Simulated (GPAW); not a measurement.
Consider Sr2Ti2O5 (Cmmm).

```xyz
9
Lattice="3.9077 -3.9753 0.0000 3.9077 3.9753 0.0000 0.0000 0.0000 3.9400" Properties=species:S:1:pos:R:3 pbc="T T T"
Sr    3.9077    2.0155    0.0000
Sr    3.9077   -2.0155    0.0000
Ti    1.9507    0.0000    1.9700
Ti    5.8647    0.0000    1.9700
O     0.0000    0.0000    1.9700
O     2.1477    0.0000    0.0000
O     5.6677    0.0000    0.0000
O     1.9539   -1.9877    1.9700
O     1.9539    1.9877    1.9700
```

Absorber: atom 6, with 2 Ti at 1.98 Å (bent, 169°, site symmetry 2mm). Method: GPAW, LDA + U (Ti 3 eV), excited-electron core hole (neutral cell), 18-atom cell with 6.8 Å between holes, 4×4×4 k points, dipole transitions, Gaussian full width 0.9 eV up to 4 eV, rising linearly to 3.5 eV at 25 eV.

Predict the near-edge structure at the O K edge.

Main maxima up to 24 eV above the zero (height): 0.9 eV (1.54), 4.1 eV (2.45), 10.2 eV (1.33) and 17.2 eV (0.90). A K edge sees empty p states; the first features are O p mixed into the empty d states of the Ti neighbours, and the broad ones above probably into the cations' higher empty bands. The total-energy difference is 534.82 eV. One term is added: -8.83 eV, since the hole is spin-paired here and a spin-polarised one costs that much less in the free atom (computed apart). The photon energy is then 525.99 eV. The functional leaves an error in such absolute values: in the free atom LDA prices this hole 4.1 eV below PBE (computed apart), and PBE is itself good to a few eV.

The O K spectrum (energy from the lowest empty level; intensity scaled to a mean of 1 over the first 20 eV; polarised curves are means over the symmetry-equivalent atoms):

```csv
E (eV),isotropic,ε ∥ x,ε ∥ y,ε ∥ z
-2.0,0.00,0.00,0.00,0.00
-1.4,0.00,0.00,0.00,0.00
-0.8,0.02,0.05,0.01,0.00
-0.2,0.37,0.86,0.20,0.04
0.4,1.16,2.40,0.92,0.15
1.0,1.52,2.25,2.06,0.25
1.6,0.77,0.77,1.33,0.21
2.2,0.57,0.59,0.31,0.80
2.8,1.15,1.10,0.39,1.95
3.4,1.86,1.70,1.22,2.65
4.0,2.42,1.52,2.05,3.69
4.6,2.12,1.32,1.88,3.15
5.2,1.59,1.66,1.89,1.23
5.8,1.15,1.41,1.64,0.42
6.4,0.59,0.72,0.86,0.20
7.0,0.46,0.51,0.68,0.17
7.6,0.50,0.43,0.70,0.37
8.2,0.61,0.45,0.73,0.67
8.8,0.79,0.59,0.75,1.03
9.4,1.08,0.70,0.82,1.72
10.0,1.31,0.72,0.86,2.35
10.6,1.29,0.77,0.86,2.24
11.2,1.17,0.90,0.86,1.74
11.8,1.09,1.01,0.84,1.42
12.4,0.95,0.93,0.76,1.17
13.0,0.75,0.71,0.63,0.90
13.6,0.59,0.51,0.54,0.71
14.2,0.53,0.41,0.55,0.64
14.8,0.57,0.39,0.69,0.63
15.4,0.67,0.46,0.91,0.64
16.0,0.79,0.58,1.12,0.67
16.6,0.88,0.74,1.21,0.68
17.2,0.90,0.91,1.13,0.67
17.8,0.89,1.07,0.97,0.63
18.4,0.86,1.18,0.84,0.55
19.0,0.80,1.19,0.76,0.47
19.6,0.73,1.09,0.70,0.40
20.2,0.65,0.94,0.66,0.35
20.8,0.59,0.81,0.62,0.33
21.4,0.55,0.74,0.59,0.33
22.0,0.54,0.73,0.56,0.34
22.6,0.55,0.75,0.54,0.36
23.2,0.57,0.79,0.54,0.38
23.8,0.60,0.82,0.55,0.41
24.4,0.63,0.86,0.58,0.46
25.0,0.68,0.90,0.62,0.52
25.6,0.73,0.92,0.67,0.60
26.2,0.77,0.93,0.71,0.68
26.8,0.81,0.92,0.75,0.76
27.4,0.84,0.90,0.79,0.83
28.0,0.87,0.88,0.85,0.88
28.6,0.90,0.87,0.91,0.91
29.2,0.94,0.87,0.99,0.95
29.8,0.98,0.88,1.07,0.99
30.4,1.02,0.89,1.14,1.04
31.0,1.06,0.88,1.18,1.11
31.6,1.07,0.84,1.18,1.20
```

The unit cell's mesh shows no gap over 0.35 eV. That is right for a metallic compound; for a small-gap or correlated insulator it would be the fault of the functional or of the assumed magnetic order, and the hole would be screened too well. The crystal has 3 inequivalent O sites and not all are shown here, while a measurement adds them all. The mesh is coarse (0.28 Å⁻¹ between points), so small maxima may be mesh ripples. The structure is a computed Materials Project entry and may be a hypothetical form.

[Banner, clock and machine lines of the logs are left out without a mark of their own.]

[Logs are printed without paths, hosts, clocks, repeated set-up lines and the standing remarks that a program may print on its own settings, such as how far it seeks lower states.]

[Hosts, paths, dates, database ids (printed as entryN), source tags and the programs' standing remarks are cut or masked in the printed files.]

[Lists of maxima count a maximum above −3 eV only where it reaches 4 % of the highest in the window and stands out from its surroundings by 2 % of it (1.5 % where it reaches 55 %); shoulders and weaker maxima are passed over, and of the rest the first, up to two pre-edge ones and the few strongest are named.]
